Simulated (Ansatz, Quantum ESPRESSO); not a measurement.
# HoBi (Fm-3m): zone-centre phonons, part 2 of 2

Which modes does HoBi (Fm-3m) have at the zone centre?

Quantum ESPRESSO 7.5; DFT PBEsol, scalar-relativistic, plane waves, PseudoDojo norm-conserving, 4f in core pseudopotentials.

So far. Step 5 (Zone-centre response): The acoustic modes at Γ come out as far as 1.8 cm⁻¹ from zero, where they should vanish, a small numerical error. The relaxed cell has a = 6.188 Å (conventional setting).

### 6. Modes with the sum rule

A rigid shift of the crystal must cost nothing, but grids and finite bases break this; the acoustic sum rule is imposed before the matrix is diagonalised again.

dynmat.in reads:

```
&input
   fildyn = 'g.dyn'
   asr = 'simple'
   fileig = 'dynmat.eig'
/
```

Command:

```bash
$ dynmat.x -in dynmat.in > dynmat.out
```

Numbers of over 12 decimals in the logs are rounded to 6 here.

The program printed:

```text
[banner, memory and clock lines left out]
Program DYNMAT v.7.5

     Reading Dynamical Matrix from file g.dyn
     ...Force constants read
     ...epsilon and Z* not read (not found on file)
     A direction for q was not specified:TO-LO splitting will be absent

     Polarizability (A^3 units)
     multiply by 1.000000 for Clausius-Mossotti correction
         0.000000    0.000000    0.000000
         0.000000    0.000000    0.000000
         0.000000    0.000000    0.000000

     IR activities are in (D/A)^2/amu units

# mode   [cm-1]    [THz]      IR
    1      0.00    0.0000    0.0000
    2      0.00    0.0000    0.0000
    3      0.00    0.0000    0.0000
    4    124.62    3.7360    0.0000
    5    124.62    3.7360    0.0000
    6    124.62    3.7360    0.0000
```

Wall time 0.53 s (1 thread of Arm Neoverse V2, shared host).

Unit eigenvectors of the mass-weighted matrix after the sum rule; no LO-TO term. Modes at Γ, with each element's share of the kinetic energy:

| mode | frequency (cm⁻¹) | symmetry | Ho % | Bi % |
| --- | --- | --- | --- | --- |
| 1 | 0.0 | acoustic | 44 | 56 |
| 2 | 0.0 | acoustic | 44 | 56 |
| 3 | 0.0 | acoustic | 44 | 56 |
| 4 | 124.6 | T1u | 56 | 44 |
| 5 | 124.6 | T1u | 56 | 44 |
| 6 | 124.6 | T1u | 56 | 44 |

Displacements in mode 6 (124.6 cm⁻¹), the largest set to 1:
```
Ho1  1.00  0.00  0.00
Bi2 -0.79  0.00  0.00
```

The rule moves no optical mode by more than 0.1 cm⁻¹.

### 7. Sum rules set otherwise (asr crystal)

The rule can be imposed in more than one way; the choices should agree where the raw error is small.

dynmat.in reads:

```
&input
   fildyn = 'g.dyn'
   asr = 'crystal'
   fileig = 'dynmat.eig'
/
```

Command:

```bash
$ dynmat.x -in dynmat.in > dynmat.out
```

The program printed:

```text
[banner, memory and clock lines left out]
Program DYNMAT v.7.5

     Reading Dynamical Matrix from file g.dyn
     ...Force constants read
     ...epsilon and Z* not read (not found on file)
     Acoustic Sum Rule: || Z*(ASR) - Z*(orig)|| =    0.000000E+00
     Acoustic Sum Rule: ||dyn(ASR) - dyn(orig)||=    1.618815E-04
     A direction for q was not specified:TO-LO splitting will be absent

     Polarizability (A^3 units)
     multiply by 1.000000 for Clausius-Mossotti correction
         0.000000    0.000000    0.000000
         0.000000    0.000000    0.000000
         0.000000    0.000000    0.000000

     IR activities are in (D/A)^2/amu units

# mode   [cm-1]    [THz]      IR
    1     -0.00   -0.0000    0.0000
    2      0.00    0.0000    0.0000
    3      0.00    0.0000    0.0000
    4    124.61    3.7356    0.0000
    5    124.61    3.7356    0.0000
    6    124.61    3.7356    0.0000
```

Elapsed: 0.52 s, on 1 thread.

Zone-centre frequencies as printed; negative means imaginary. Modes:

| mode | frequency (cm⁻¹) |
| --- | --- |
| 1 | 0 |
| 2 | 0 |
| 3 | 0 |
| 4 | 124.6 |
| 5 | 124.6 |
| 6 | 124.6 |

Against the first rule no mode moves by more than 0.1 cm⁻¹.

### 8. Sum rules set otherwise (asr no)

Without the rule the raw error of the acoustic modes shows.

dynmat.in reads:

```
&input
   fildyn = 'g.dyn'
   asr = 'no'
   fileig = 'dynmat.eig'
/
```

Command:

```bash
$ dynmat.x -in dynmat.in > dynmat.out
```

The program printed:

```text
[banner, memory and clock lines left out]
Program DYNMAT v.7.5

     Reading Dynamical Matrix from file g.dyn
     ...Force constants read
     ...epsilon and Z* not read (not found on file)
     A direction for q was not specified:TO-LO splitting will be absent

     Polarizability (A^3 units)
     multiply by 1.000000 for Clausius-Mossotti correction
         0.000000    0.000000    0.000000
         0.000000    0.000000    0.000000
         0.000000    0.000000    0.000000

     IR activities are in (D/A)^2/amu units

# mode   [cm-1]    [THz]      IR
    1     -1.81   -0.0542    0.0000
    2     -1.81   -0.0542    0.0000
    3     -1.81   -0.0542    0.0000
    4    124.60    3.7355    0.0000
    5    124.60    3.7355    0.0000
    6    124.60    3.7355    0.0000
```

Wall time 0.53 s (1 thread).

Zone-centre frequencies as printed; negative means imaginary. Modes:

| mode | frequency (cm⁻¹) |
| --- | --- |
| 1 | -1.81 |
| 2 | -1.81 |
| 3 | -1.81 |
| 4 | 124.6 |
| 5 | 124.6 |
| 6 | 124.6 |

Against the first rule no mode moves by more than 1.9 cm⁻¹.

### 9. The same in Ansatz

The same cell goes through another code at the same cutoff. The potentials differ. Its k mesh is centred on Γ.

This step: DFT PBEsol, scalar-relativistic, plane waves, norm-conserving pseudopotentials, 4f in core (Ansatz 0.2.0).

input.yaml reads:

```yaml
crystal:
  lattice:
    - [-3.0941548381, 0.0, 3.0941548381]
    - [0.0, 3.0941548381, 3.0941548381]
    - [-3.0941548381, 3.0941548381, 0.0]
  atoms:
    - { symbol: Ho, position: [0.0, 0.0, 0.0] }
    - { symbol: Bi, position: [0.5, 0.5, 0.5] }
kpoints:
  mp_grid: { grid: [8, 8, 8] }
hamiltonian:
  xc: pbesol
  pseudopotentials:
    kind: nc
    azcp: { Ho: "pseudopotentials/pbe/nc/lanthanide_3plus/Ho.nc.azcp" }
    accuracy: standard
scf:
  occupations: { method: cold, width: 0.27211 }
output:
  eigenvalues: true
basis:
  ecutwfc: 789.13
phonons:
  method: dfpt
```

Command:

```bash
$ ansatz run input.yaml --threads 4 --pin off --max-ram 8192MiB --backend cpu --events-out ev --progress --plain --runs-dir out
```

The program printed:

```text
Warning: basis.ecutwfc = 789.13 eV is below the records' recommended 897.975746 eV, and the density's cutoff is lower with it unless basis.ecutrho_ratio is high enough to keep the records' density cutoff: compare with a run at a higher cutoff
Warning: <dir> the record states the generating functional pbe (its physics header spells it `PBE`), which answers neither for hamiltonian.xc's functional nor for the pbesol family's — results may be inconsistent (PPs are generated against a specific XC)
Engine: ansatz 0.2.0, aarch64-unknown-linux-gnu
Pseudopotentials: kind: nc
Pseudopotential: Ho, nc, valence charge 11, recommended cutoff 680.284656 eV (normal), <dir>
Pseudopotential: Bi, nc, valence charge 15, recommended cutoff 897.975746 eV (normal), Bi.nc.azcp (PseudoDojo's, or run here from an input of PseudoDojo's; its table is named by hamiltonian.pseudopotentials.accuracy)
Functional definition: PBEsol
  exchange = pbesol_x
  correlation = pbesol_c
Crystal: 2 atoms, lattice volume = 59.246 Å³
Basis set: ecut = 789.13 eV, 2975 PW (Γ), exchange–correlation on 90×90×90 points (8 copies of the dense FFT grid, shifted against one another)
Bands: 17, of which v1, the nominal top of the filled ones, is band 13 counted from 1 (12 counted from 0)
Symmetry: 48 space group operations
k-points: 59 of 512 (irreducible under 8 space group operations, time reversal used)
Non-local potential: Ho, projectors of the file, l = 0: 2, l = 1: 2, l = 2: 2, l = 3: 1
Non-local potential: Bi, projectors of the file, l = 0: 2, l = 1: 2, l = 2: 2, l = 3: 2
Initial density: superposition of atomic densities (chi_scale 0.1, normalization cell, long waves kept (reshape's long-wave potential 0.00 eV rms))
Initial wavefunctions: pseudopotential atomic-orbital guess
Functional: x = pbesol(κ = 0.804, μ = 0.123457), c = pbesol(β = 0.046)
SCF iter   1: F=—  HF=-3423.307462 eV  |F-HF|=—  |Δ(HF+E_count)|=         —  Δρ=3.20e-2  dr2=7.11e-1  ethr=3.10e-3  ⟨swp⟩=5.0  Hψ=4244  notcnv=0
preconditioner: auto → Kerker (q_TF=auto, 2.378 Å⁻¹)  [metal: Δε(μ)=0.090 eV  Ē_g=6.644 eV  σ=0.272 eV  W_gap=0.22  n_scr=14 (ndim 8)  ℏωp=13.6 eV  f_vac=0.000  D(μ)=0.42/eV (n_scr^D=0)]
SCF iter   2: F=—  HF=-3423.107412 eV  |F-HF|=—  |Δ(HF+E_count)|=   2.00e-1  S|Δr|=    0.00e0  Δρ=1.71e-2  dr2=1.97e-1  ethr=2.74e-3  ⟨swp⟩=1.0  Hψ=1475  notcnv=0
SCF iter   3: F=—  HF=-3423.054473 eV  |F-HF|=—  |Δ(HF+E_count)|=   5.29e-2  S|Δr|=    0.00e0  Δρ=3.63e-3  dr2=4.64e-3  ethr=7.60e-4  ⟨swp⟩=2.1  Hψ=1562  notcnv=0
SCF iter   4: F=—  HF=-3423.054405 eV  |F-HF|=—  |Δ(HF+E_count)|=   6.83e-5  S|Δr|=    0.00e0  Δρ=2.25e-3  dr2=1.87e-3  ethr=1.78e-5  ⟨swp⟩=3.1  Hψ=2016  notcnv=0
SCF iter   5: F=—  HF=-3423.053621 eV  |F-HF|=—  |Δ(HF+E_count)|=   7.84e-4  S|Δr|=    0.00e0  Δρ=5.44e-4  dr2=1.28e-4  ethr=7.20e-6  ⟨swp⟩=2.0  Hψ=1382  notcnv=0
SCF iter   6: F=—  HF=-3423.053582 eV  |F-HF|=—  |Δ(HF+E_count)|=   3.97e-5  S|Δr|=    0.00e0  Δρ=8.41e-5  dr2=3.60e-6  ethr=4.92e-7  ⟨swp⟩=2.4  Hψ=1691  notcnv=0
SCF iter   7: F=—  HF=-3423.053575 eV  |F-HF|=—  |Δ(HF+E_count)|=   6.63e-6  S|Δr|=    0.00e0  Δρ=1.19e-5  dr2=1.09e-7  ethr=1.38e-8  ⟨swp⟩=2.2  Hψ=1681  notcnv=0
SCF iter   8: F=—  HF=-3423.053651 eV  |F-HF|=—  |Δ(HF+E_count)|=   7.56e-5  S|Δr|=    0.00e0  Δρ=4.15e-6  dr2=1.62e-8  ethr=4.20e-10  ⟨swp⟩=2.1  Hψ=1616  notcnv=0
SCF iter   9: F=—  HF=-3423.053651 eV  |F-HF|=—  |Δ(HF+E_count)|=   5.52e-9  S|Δr|=    0.00e0  Δρ=8.97e-7  dr2=8.65e-10  ethr=6.22e-11  ⟨swp⟩=2.3  Hψ=1615  notcnv=0
SCF iter  10: F=-3423.053651 eV  HF=-3423.053651 eV  |F-HF|=0.00e0  |Δ(HF+E_count)|=  2.92e-10  S|Δr|=    0.00e0  Δρ=7.51e-8  dr2=1.98e-12  ethr=1.00e-12  ⟨swp⟩=8.0  Hψ=7571  notcnv=0
SCF 1 converged in 10 iterations: F = -3423.053651 eV  dr2 = 1.98e-12
DFPT response loops at Γ: preconditioner auto → Kerker (q_TF=auto, 2.378 Å⁻¹) (partly filled bands, converged f_vac=0.000); β = 1.00, the filter's whole step (`scf.mixing.beta` (0.50) is not read by the response loops under this deck's `scf.mixing.preconditioner`; to damp them name `kerker` or `kerker_dos`, under which they read `scf.mixing.beta`, and type it under 1.00, their step now; both keys bind the ground state too); Broyden in place of MSR1
SCF converged after 10 iterations
Stability not checked: this state was not tested for a lower state beside it, because cold or Methfessel-Paxton smearing, or corrected tetrahedra, fill the levels in a way that the test cannot read (fill_not_monotonic; see scf.lower_state_search)
Free energy (F): -3423.053651 eV
Harris-Foulkes:  -3423.053651 eV  (|F-HF|=0.00e0)
Internal energy: -3423.049959 eV  (E = F + TS)
E sigma→0 (E₀):  -3423.052420 eV
Entropy (-TS):   -0.003691 eV (-1.846 meV/atom)
Fermi energy:    11.426766 eV
Step filling:    the computed levels leave a gap of 0.0000 eV = 0.0 smearing widths at the electron count; against every level under it full and every level over it empty, smearing changes F+E_penalty+E_count by -2.546 meV and its σ→0 estimate by -1.315 meV
--- Per-component energies (eV) ---
  E_band       = -203.930213
  E_kinetic    = 1354.827395
  E_local      = -1859.288940  (includes V_loc(G=0)·N_el)
  E_nonlocal   = -399.266508
  E_hartree    = 622.469417
  E_xc         = -877.737078
  E_vxc        = -545.141000  (∫ρ·V_xc dr)
  E_ewald      = -2264.054244
  E_smearing   = -0.003691  (= −TS)
  E_closure    = -0.000000  (closes the sum)
  Σ components = -3423.053651   (vs F -3423.053651, Δ=0.00e0)
--- Band table (eV; the first three rows and the last of 59) ---
  k-point 0: bands = [... 9 lower, -0.1761, 12.3522, 12.3522, 12.3522, 12.4556, 12.4556, 12.4556, 13.2882]
  k-point 1: bands = [... 9 lower, -0.0213, 10.5379, 11.3103, 11.3103, 12.7384, 12.7384, 12.7794, 14.4817]
  k-point 2: bands = [... 9 lower, 0.3931, 8.6632, 10.3173, 10.3173, 12.9394, 13.2150, 13.2150, 16.2040]
  k-point 58: bands = [... 9 lower, 0.8319, 8.3351, 10.6759, 10.6759, 10.8567, 13.7369, 14.1656, 14.9996]
--- Phonons (Γ-DFPT): 2 representative perturbations + reference, on 59 of 512 k-points (Σ response iterations 6) ---
  k mesh reduced under 8 symmetry operations, with k and −k counted as one. Each operation leaves every solved perturbation unchanged. A smaller set is not used because it would not reduce the number of displacements times k-points to solve
  ASR residual: 1.227e-4 → 0.000e0 eV/Å²; symmetrization residual: 2.105e-5 eV/Å²
  ASR residual per site (eV/Å²): 1.23e-4 5.88e-5
  Γ frequencies (cm⁻¹): 0.00 0.00 0.00 124.34 124.34 124.34
  non-analytic LO–TO correction: not included (Born effective charges unavailable; polar crystals: no LO–TO splitting at Γ)
```

The job ended after 9.8 s (4 threads; peak memory 0.83 GiB).

Numbers from this step:

```
sum-rule residual before enforcement             : 1.23e-4 eV/Å²
highest optical zone-centre mode (no LO-TO term) : 124.3 cm⁻¹
lowest optical zone-centre mode                  : 124.3 cm⁻¹
```

### 10. Side by side: QE PseudoDojo and Ansatz, library NC

Numbers from this step:

```yaml
root_mean_square_difference: 0.28 cm⁻¹
largest_difference: 0.28 cm⁻¹
```

Frequencies side by side, by row:

| q (reciprocal lattice) | mode | QE PseudoDojo (cm⁻¹) | Ansatz, library NC (cm⁻¹) |
| --- | --- | --- | --- |
| 0 0 0 | 1 | 0 | 0 |
| 0 0 0 | 2 | 0 | 0 |
| 0 0 0 | 3 | 0 | 0 |
| 0 0 0 | 4 | 124.6 | 124.3 |
| 0 0 0 | 5 | 124.6 | 124.3 |
| 0 0 0 | 6 | 124.6 | 124.3 |

At the zone centre the largest difference (acoustic modes at Γ apart) is 0.2 % of the highest mode.

### 11. Outcome

| Quantity | Value |
| --- | --- |
| space group after relaxation | Fm-3m |
| volume per atom | 29.6 Å³ |
| highest optical zone-centre mode (no LO-TO term) | 124.6 cm⁻¹ |
| imaginary optical modes at the zone centre (no q mesh in this session) | none |
| largest difference from Ansatz, library NC | 0.28 cm⁻¹ |

What this shows: At the PBEsol level the optical modes of HoBi (Fm-3m) at the zone centre lie at 125 cm⁻¹. QE PseudoDojo and Ansatz, library NC agree to 0.28 cm⁻¹ (0.2 % of the highest mode compared) on all solved modes but the acoustic ones at Γ, without the LO-TO term. These are harmonic frequencies at zero temperature: anharmonic shifts and linewidths and thermal expansion are left out. Spin-orbit coupling is left out, which can matter for the heavy elements here. In a metal the frequencies hang on the k mesh and the smearing, most of all near Kohn anomalies. The 4f electrons are frozen in the core as for a trivalent ion, in files made for PBE, so their moments and any magnetic order are left out. The relaxation ran at 58 Ry, under the 66 Ry recommended for these files; the stress of so short a basis can leave the cell about one per cent too small. Ansatz warns that the cutoff lies 12 % under the one recommended for these files; agreement at one cutoff is not convergence. The total energies of the two programs lie far apart, so at least one potential file in Ansatz's library differs from the published one read by the first program.

[Host names and launcher messages were left out of these logs when they were recorded.]

[Logs are printed without paths, hosts, clocks, repeated set-up lines and the standing remarks that a program may print on its own settings, such as how far it seeks lower states.]

[Hosts, paths, dates, database ids (printed as entryN), source tags and the programs' standing remarks are cut or masked in the printed files.]
